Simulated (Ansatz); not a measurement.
## Where Tl_Ca puts its levels in the gap of CaO (Fm-3m)

Charge states of Tl_Ca in CaO (Fm-3m), set against the band edges. Model: a cell of 54 host atoms with 1 Ca taken out and 1 Tl put in.

Program: Ansatz 0.2.0. Level of theory: place-levels on r2SCAN runs: charge-transition levels and formation energies with image-charge correction and potential alignment at the atomic sites; PAW set soft_1. Results are calculated unless marked as measured.

### Step 1. The starting structure

The cell holds 54 atoms: 26 Ca, 27 O and 1 Tl. Cell: a = 10.173 Å, b = 10.173 Å, c = 10.173 Å, α = 60.0°, β = 60.0°, γ = 60.0°. It derives from CaO (space group Fm-3m). Nearest the centre at fractional (0.667, 0.667, 0.333): Tl51 at 0.00 Å, O28 at 2.40 Å, O44 at 2.40 Å, O32 at 2.40 Å, O34 at 2.40 Å, O46 at 2.40 Å, O50 at 2.40 Å, Ca21 at 3.39 Å.

Structure file:

```xyz
54
Lattice="0.0000 7.1931 7.1931 7.1931 0.0000 7.1931 7.1931 7.1931 0.0000" Properties=species:S:1:pos:R:3 pbc="T T T"
Ca    0.0000    0.0000    0.0000
O     2.3977    2.3977    2.3977
Ca    2.3977    2.3977    0.0000
O     4.7954    4.7954    2.3977
Ca    4.7954    4.7954    0.0000
O     7.1931    7.1931    2.3977
Ca    2.3977    0.0000    2.3977
O     4.7954    2.3977    4.7954
Ca    4.7954    2.3977    2.3977
O     7.1931    4.7954    4.7954
Ca    7.1931    4.7954    2.3977
O     9.5908    7.1931    4.7954
Ca    4.7954    0.0000    4.7954
O     7.1931    2.3977    7.1931
Ca    7.1931    2.3977    4.7954
O     9.5908    4.7954    7.1931
Ca    9.5908    4.7954    4.7954
O    11.9885    7.1931    7.1931
Ca    0.0000    2.3977    2.3977
O     2.3977    4.7954    4.7954
Ca    2.3977    4.7954    2.3977
O     4.7954    7.1931    4.7954
Ca    4.7954    7.1931    2.3977
O     7.1931    9.5908    4.7954
Ca    2.3977    2.3977    4.7954
O     4.7954    4.7954    7.1931
Ca    4.7954    4.7954    4.7954
O     7.1931    7.1931    7.1931
Ca    7.1931    7.1931    4.7954
O     9.5908    9.5908    7.1931
Ca    4.7954    2.3977    7.1931
O     7.1931    4.7954    9.5908
Ca    7.1931    4.7954    7.1931
O     9.5908    7.1931    9.5908
Ca    9.5908    7.1931    7.1931
O    11.9885    9.5908    9.5908
Ca    0.0000    4.7954    4.7954
O     2.3977    7.1931    7.1931
Ca    2.3977    7.1931    4.7954
O     4.7954    9.5908    7.1931
Ca    4.7954    9.5908    4.7954
O     7.1931   11.9885    7.1931
Ca    2.3977    4.7954    7.1931
O     4.7954    7.1931    9.5908
Ca    4.7954    7.1931    7.1931
O     7.1931    9.5908    9.5908
Ca    7.1931    9.5908    7.1931
O     9.5908   11.9885    9.5908
Ca    4.7954    4.7954    9.5908
O     7.1931    7.1931   11.9885
Tl    7.1931    7.1931    9.5908
O     9.5908    9.5908   11.9885
Ca    9.5908    9.5908    9.5908
O    11.9885   11.9885   11.9885
```

The host's dielectric constants go in as inputs: 3.85 for the electrons alone, 16.67 with the ions, computed on the host (DFPT, PBEsol, on the r2SCAN cell), and a cell off the functional's own equilibrium shifts the ionic part.

The cell's shortest repeat is 10.2 Å.

### Step 2. Charge states

Levels follow from differences of total energies between charge states, each relaxed by itself.

Each atom starts 0.05 Å or so off its site in a random direction: a symmetric start keeps its symmetry, and would miss off-centre moves and Jahn–Teller distortions. Forces are taken at one point at (¼, ¼, ¼). The cell holds 1 electron more than the neutral one, with a uniform background that keeps it neutral on the whole.

The sampling was tested on the host first: at the k-points planned (1x1x1 shifted 0.25 0.25 0.25) its energy lies 0.005 eV an atom from the dense-mesh value, under the bound of 0.02 eV set for this test; that bounds the host's error, not the defect's.

One of the inputs; charge, spin and start change from state to state.

Contents of qm1.relax/input.yaml:

```yaml
crystal:
  lattice:
    - [0.0, 2.39769239, 2.39769239]
    - [2.39769239, 0.0, 2.39769239]
    - [2.39769239, 2.39769239, 0.0]
  atoms:
    - { symbol: Ca, position: [0.0, 0.0, 0.0] }
    - { symbol: O, position: [0.5, 0.5, 0.5] }
  supercell: [3, 3, 3]
  defects: [{ substitution: { at: 50, symbol: Tl } }]
total_charge: -1
basis:
  ecutwfc: 500
  xc_grid: 2
hamiltonian:
  xc: r2scan
  pseudopotentials: { kind: paw, azcp: { folder: soft_1 } }
kpoints:
  mp_grid: { grid: [1, 1, 1], shift: [0.25, 0.25, 0.25] }
scf:
  occupations: { method: fixed }
  max_iter: 100
output:
  forces: true
  charged_corrections: { epsilon: 3.85, static_epsilon: 16.67 }
relax:
  f_tol: 0.02
  max_steps: 80
  random_displacement: { amplitude: 0.05, seed: 5000 }
checkpoint:
  write: "../qm1.relax.run"
  compress: false
  write_wavefunctions: true
  write_every: 100000
```

The run is started by

```console
> ansatz run input.yaml --threads 4 --pin off --max-ram 15073MiB --backend cpu --events-out ev --progress --plain --runs-dir out
```

Defect states can disperse in a cell of this size, so the energy is taken again at a 2×2×2 shifted mesh, on the relaxed structure.

The run of this state that the levels use, under r2SCAN:

Contents of qm1.point/input.yaml:

```yaml
crystal:
  checkpoint: "../qm1.relax.run"
  host: checkpoint
total_charge: -1
basis:
  ecutwfc: 500
  xc_grid: 2
hamiltonian:
  xc: r2scan
  pseudopotentials: { kind: paw, azcp: { folder: soft_1 } }
kpoints:
  mp_grid: { grid: [2, 2, 2], shift: [0.5, 0.5, 0.5] }
scf:
  occupations: { method: fermi_dirac, width: 0.01 }
  max_iter: 100
output:
  forces: true
  eigenvalues: true
  charged_corrections:
    epsilon: 3.85
    static_epsilon: 16.67
    defect_position: [0.666667, 0.666667, 0.333333]
  eigenstates: { localisation: true }
  populations: true
  band_densities: [{ bands: [v1, v1] }, { bands: [c1, c1] }]
  write_density: true
  write_potential: true
  volumetric_format: npy
  elf: true
checkpoint:
  read: "../qm1.relax.run"
  write: "../qm1.point.run"
  compress: false
  write_wavefunctions: false
  write_every: 100000
```

Relaxations under r2SCAN at one point at (¼, ¼, ¼); times on 4 threads of Arm Neoverse V1, shared host:

```
charge  moment (μB)  occupations    outcome  steps  largest displacement against the far atoms (Å)     time
    −1            0        fixed  converged      4                                            0.21     84 s
     0            1        fixed  converged      5                                            0.11  3.1 min
    +1            0        fixed  converged      5                                            0.04     97 s
    +1            2        fixed  converged      4                                            0.11  3.6 min
```

Single points under r2SCAN at a 2×2×2 shifted mesh; times on 4 threads of Arm Neoverse V1, shared host:

```csv
charge,moment (μB),occupations,outcome,time
−1,0,fermi-dirac,converged,1.8 min
0,1,fermi-dirac,converged,4.4 min
+1,0,fermi-dirac,converged,1.8 min
+1,2,fermi-dirac,converged,4.4 min
```

Distances (Å) from Tl51 to the nearest atoms after relaxation with r2SCAN:

```csv
charge,moment (μB),1.,2.,3.,4.,5.,6.
−1,0,O 2.61,O 2.61,O 2.61,O 2.61,O 2.61,O 2.61
0,1,O 2.51,O 2.51,O 2.51,O 2.51,O 2.51,O 2.51
+1,0,O 2.36,O 2.36,O 2.36,O 2.36,O 2.36,O 2.36
+1,2,O 2.51,O 2.51,O 2.51,O 2.51,O 2.51,O 2.51
```

### Step 3. Levels against the band edges, r2SCAN

A charged cell interacts with its images and the background, and its potential has another zero than the host's. place-levels removes the first by a point-charge model, screened by the static dielectric constant since the ions have relaxed around the charge, and the second by comparing potentials at atoms far from the defect.

The host is a run of the defect-free crystal in the same cutoffs, grids and k-points, so that basis and sampling errors cancel in part in the differences. The host is run in a cell of 2 atoms on a matching mesh. Its band edges are searched through the zone by a band path, so the gap is smaller than, or equal to, that on the mesh. Chemical potentials are energies per atom of Ca (fcc) and Tl (hcp), run with the same functional and cutoff.

Contents of levels.point.yaml:

```yaml
host:
  run: host.point.run
states: [qm1.point.run, q0_M1.point.run, qp1.point.run, qp1_M2.point.run]
geometry_from:
  qm1.point.run: qm1.relax.run
  q0_M1.point.run: q0_M1.relax.run
  qp1.point.run: qp1.relax.run
  qp1_M2.point.run: qp1_M2.relax.run
chemical_potentials:
  Ca:
    energy: -1821.671293
    dataset: <sha256 of the dataset>
  Tl:
    energy: -11460.43654
    dataset: "<sha256 of the dataset>"
epsilon: 3.85
static_epsilon: 16.67
vertical:
  - { from: qm1.point.run, to: qm1.point_neutral.run }
  - { from: qp1.point.run, to: qp1.point_neutral.run }
  - { from: qp1_M2.point.run, to: qp1_M2.point_neutral.run }
```

The run is started by

```console
> ansatz place-levels levels.point.yaml -- --threads 4 --pin off --max-ram 15073MiB
```

Numbers of over 12 decimals in the logs are rounded to 6 here.

Output:

```text
[... repeated set-up lines and file paths are left out, and long positions are rounded to six places ...]
(+1/0) 2.076 eV above the valence edge, 2.122 eV under the conduction edge
(0/-1) 2.181 eV above the valence edge, 2.017 eV under the conduction edge
formation energy of charge +1: +3.689 eV with the Fermi level at the valence edge
formation energy of charge 0: +5.764 eV with the Fermi level at the valence edge
formation energy of charge -1: +7.945 eV with the Fermi level at the valence edge
vertical -1 to 0: no energy, since no alignment is typed
  the change from vertical[0].from (qm1.point.run) to vertical[0].to (qm1.point_neutral.run): by its potential at epsilon 3.85 it stands at 0.667 0.667 0.333, with an rms radius of about 2.6 Å (1.5 1.5 1.5 Å across the planes of the cell's vectors); [...]
vertical +1 to 0: no energy, since no alignment is typed
  the change from vertical[1].from (qp1.point.run) to vertical[1].to (qp1.point_neutral.run): by its potential at epsilon 3.85 it stands at 0.666 0.667 0.333, with an rms radius of about 2.3 Å (1.3 1.3 1.3 Å across the planes of the cell's vectors); [...]
vertical +1 to 0: no energy, since no alignment is typed
  the change from vertical[2].from (qp1_M2.point.run) to vertical[2].to (qp1_M2.point_neutral.run): by its potential at epsilon 3.85 it stands at 0.674 0.673 0.310, with an rms radius of about 6.9 Å (4.0 4.0 4.0 Å across the planes of the cell's vectors); [...]
  edges by r2scan, gap 4.197 eV; the host is sampled to repeats of 20.35 Å
  the defect's cells are sampled to repeats of 20.35 Å, like sampling
  charge +1: -74283.0443 eV with its correction of +0.301 eV, at epsilon 16.67, aligned at sites: +0.1633 eV, mean over 21 atomic sites at or beyond 5.09 Å from the defect at [0.6667, 0.6667, 0.3333], with +0.000000 for the charge's moments and without [...]
  charge 0: +0.000 eV for its dipole among its images, +0.000 omitted
  charge -1: -74263.9142 eV with its correction of -0.007 eV, at epsilon 16.67, aligned at sites: +0.1443 eV, mean over 21 atomic sites at or beyond 5.09 Å from the defect at [0.6667, 0.6667, 0.3333], with +0.000000 for the charge's moments and without [...]
  charge +1: states[3] (qp1_M2.point.run) stands 2.261 eV higher, with a moment of 2.00 μB against 0.00
  states[3] (qp1_M2.point.run): levels filled in part (TS 0.005 eV): its energy is of no whole electron's
  of states[2] (qp1.point.run): its alignment with the host at atomic sites is doubtful: the cell is too small to show whether the defect's potential has decayed: take a larger one
  of states[1] (q0_M1.point.run): its alignment with the host at atomic sites is doubtful: the cell is too small to show whether the defect's potential has decayed: take a larger one; stability_check_not_made
  of states[0] (qm1.point.run): it parts from the run at its places by a charge that spreads by about 1.5 Å along one vector (1.4 Å or more is wide), by its potential at epsilon 3.85, taken for that of held ions (one typed too small widens it), where the cell [...]
  of states[3] (qp1_M2.point.run): it parts from the run at its places by a charge that spreads by about 4 Å along one vector (1.4 Å or more is wide), by its potential at epsilon 3.85, taken for that of held ions (one typed too small widens it), where the [...]
  of vertical[0].from (qm1.point.run): it parts from the run at its places by a charge that spreads by about 1.5 Å along one vector (1.4 Å or more is wide), by its potential at epsilon 3.85, taken for that of held ions (one typed too small widens it), where [...]
  of vertical[0].to (qm1.point_neutral.run): stability_check_not_made
  of vertical[1].to (qp1.point_neutral.run): stability_check_not_made
  vertical[2].from (qp1_M2.point.run): levels filled in part (TS 0.005 eV): its energy is of no whole electron's
  of vertical[2].from (qp1_M2.point.run): its moments are held at its close (magnetization.spin_locking), by a field of 0.902 eV a Bohr magneton, and its energy and levels are of the state that this holds: a run that lets them go can end lower; [...]
  of vertical[2].to (qp1_M2.point_neutral.run): it set out from the moments of a save, which an earlier run chose (saved_moments_taken); stability_check_not_made
```

It took 0.48 s on 4 threads of Arm Neoverse V1, shared host.

Levels between the charges placed, in eV above the valence top:

```
        gap (eV)  (+1/0)  (0/−1)
r2SCAN      4.20    2.08    2.18
```

Corrections by state:

```csv
charge,moment (μB),image terms and alignment (eV),band filling (eV),ε used,"over the lowest of its charge, as the program ranks them, band filling apart (eV)"
+1,0.0,0.301,-,16.67,0.000
0,1.0,0.000,-,-,0.000
−1,0.0,-0.007,-,16.67,0.000
+1,2.0,0.209,-,16.67,2.261
```

The charged structures listed were also run neutral, and place-levels reads from each pair, by the potential or the spins, how wide the charge is by which they differ; that can be the carrier of either run.

```
charge  rms radius (Å)  spread where it is widest against the cell (Å)  wide from (Å)  reading
    +1             2.3                                            1.33           1.44   narrow
    −1             2.6                                            1.48           1.44     wide
```

The neutral runs of these pairs need not share the spin of the lowest neutral state, and very wide values only mean spread over the cell.

From the program's caveats on the states, each cut to its opening words:

- charge +1, 0 (1 μB), −1, +1 (2 μB): its alignment with the host at atomic sites is doubtful: the cell is too small to show whether the defect's potential has decayed: take a larger one
- charge 0 (1 μB), +1 (2 μB): flagged: stability check not made
- charge −1: it parts from the run at its places by a charge that spreads by about 1.5 Å along one vector (1.4 Å or more is wide), by its potential at epsilon 3.85, taken [...]
- charge +1 (2 μB): it parts from the run at its places by a charge that spreads by about 4 Å along one vector (1.4 Å or more is wide), by its potential at epsilon 3.85, taken for [...]
- charge +1 (2 μB): its moments are held at its close (magnetization.spin_locking), by a field of 0.902 eV a Bohr magneton, and its energy and levels are of the state that this [...]

The host's formation energy from the elements is -3.216 eV per atom; it sets how far the chemical potentials can move.

Limit set by the element alone; other compounds of these elements are not counted. Chemical potentials from the elements' reference states: Ca 0.00 eV, O -6.43 eV, Tl 0.00 eV. Formation energy by charge state (Ca-rich; gap 4.20 eV):

| charge | at valence top (eV) | at conduction bottom (eV) | correction included (eV) |
| --- | --- | --- | --- |
| +1 | 3.69 | 7.89 | 0.30 |
| 0 | 5.76 | 5.76 | 0.00 |
| −1 | 7.94 | 3.75 | -0.01 |

| Fermi level (eV) | lowest formation energy (eV) |
| --- | --- |
| 0.00 | 3.69 |
| 0.38 | 4.07 |
| 0.76 | 4.45 |
| 1.14 | 4.83 |
| 1.53 | 5.21 |
| 1.91 | 5.60 |
| 2.29 | 5.65 |
| 2.67 | 5.27 |
| 3.05 | 4.89 |
| 3.43 | 4.51 |
| 3.82 | 4.13 |
| 4.20 | 3.75 |

Limit set by the element alone; other compounds of these elements are not counted. Chemical potentials from the elements' reference states: O 0.00 eV, Ca -6.43 eV, Tl 0.00 eV. Formation energy by charge state (O-rich; gap 4.20 eV):

```
charge  at valence top (eV)  at conduction bottom (eV)  correction included (eV)
    +1                -2.74                       1.45                      0.30
     0                -0.67                      -0.67                      0.00
    −1                 1.51                      -2.69                     -0.01
```

Fermi level (eV), lowest formation energy (eV) and a bar from the least value:
```
     0.00      -2.74 
     0.38      -2.36 ######
     0.76      -1.98 ############
     1.14      -1.60 #################
     1.53      -1.22 #######################
     1.91      -0.84 #############################
     2.29      -0.78 ##############################
     2.67      -1.16 ########################
     3.05      -1.54 ##################
     3.43      -1.92 #############
     3.82      -2.30 #######
     4.20      -2.69 #
```

### Step 4. Effect of the sampling

The relaxations' own energies give the levels at their sampling, for comparison.

Contents of levels.relax_mesh.yaml:

```yaml
host:
  run: host.relax.run
states: [qm1.relax.run, q0_M1.relax.run, qp1.relax.run, qp1_M2.relax.run]
chemical_potentials:
  Ca:
    energy: -1821.671293
    dataset: <sha256 of the dataset>
  Tl:
    energy: -11460.43654
    dataset: "<sha256 of the dataset>"
```

The run is started by

```console
> ansatz place-levels levels.relax_mesh.yaml -- --threads 4 --pin off --max-ram 15073MiB
```

Output:

```text
(+1/0) 2.039 eV above the valence edge, 2.144 eV under the conduction edge
(0/-1) 2.144 eV above the valence edge, 2.039 eV under the conduction edge
formation energy of charge +1: +3.709 eV with the Fermi level at the valence edge
formation energy of charge 0: +5.749 eV with the Fermi level at the valence edge
formation energy of charge -1: +7.893 eV with the Fermi level at the valence edge
  edges by r2scan, gap 4.183 eV; the host is sampled to repeats of 10.17 Å
[... the lines on each state left out ...]
```

Wall time 0.14 s (4 threads).

Levels between neighbouring charges, in eV above the valence top:

```csv
,gap (eV),(+1/0),(0/−1)
"one point at (¼, ¼, ¼)",4.18,2.04,2.14
a 2×2×2 shifted mesh,4.20,2.08,2.18
```

Going from one point at (¼, ¼, ¼) to a 2×2×2 shifted mesh moves the levels that carry no band-filling term by up to 0.04 eV and formation energies against the elements by up to 0.05 eV.

### Step 5. Summary of results

| Property | Result |
| --- | --- |
| gap of the host | 4.20 eV (r2SCAN) |
| level (plus 1/0) | 2.08 eV above the valence top |
| level (0/minus 1) | 2.18 eV above the valence top |
| lowest of the charges placed, just above the valence top (0.02 eV) | +1 |
| lowest of the charges placed, just below the conduction bottom (0.02 eV) | −1 |
| lowest formation energy at mid-gap of the charges run, Ca-rich | 5.76 eV |
| lowest formation energy at mid-gap of the charges run, O-rich | -0.67 eV |

**Reading.** Of the charges placed (−1, 0 and +1), the lowest changes at 2.08 eV (+1/0) and 2.18 eV (0/−1) above the valence top, in a gap of 4.20 eV. Charges above +1 and below −1 were not placed, so these runs say nothing of levels that involve them. States placed: +1 at 0 μB and 2 μB; 0 at 1 μB; −1 at 0 μB. Other spin states or structures, where not listed, weren't placed. Tl is taken at its element; compounds, which aren't counted here, bound the chemical potentials and would shift these formation energies. The lowest formation energy (O-rich) is negative across the gap, so the defect would form by itself: these chemical potentials lie beyond what competing compounds allow, or the host is unstable against it. Going from one point at (¼, ¼, ¼) to a 2×2×2 shifted mesh moves the levels that carry no band-filling term by up to 0.04 eV and formation energies against the elements by up to 0.05 eV. The program doubts the alignment of potentials for at least one state, a sign that the cell is small. Keep in mind: r2SCAN makes the gap too small and tends to spread out bound carriers; where a gas molecule sets a chemical potential or the host's formation energy, its binding is uncorrected; spin–orbit coupling, which can matter with heavy atoms, is left out.

[Logs are printed without paths, hosts, clocks, repeated set-up lines and the standing remarks that a program may print on its own settings, such as how far it seeks lower states.]

[Hosts, paths, dates, database ids (printed as entryN), source tags and the programs' standing remarks are cut or masked in the printed files.]

[Where a table of states has a column of steps, it counts the stored structures, which are thinned; the runs took as many ionic steps or more.]

[A defect's name tells the site on which it was built; relaxed atoms can leave that site.]

[For some hosts the program warned that the k-mesh of the response run may be too coarse for force constants and the static dielectric constant; such warnings are not shown here.]
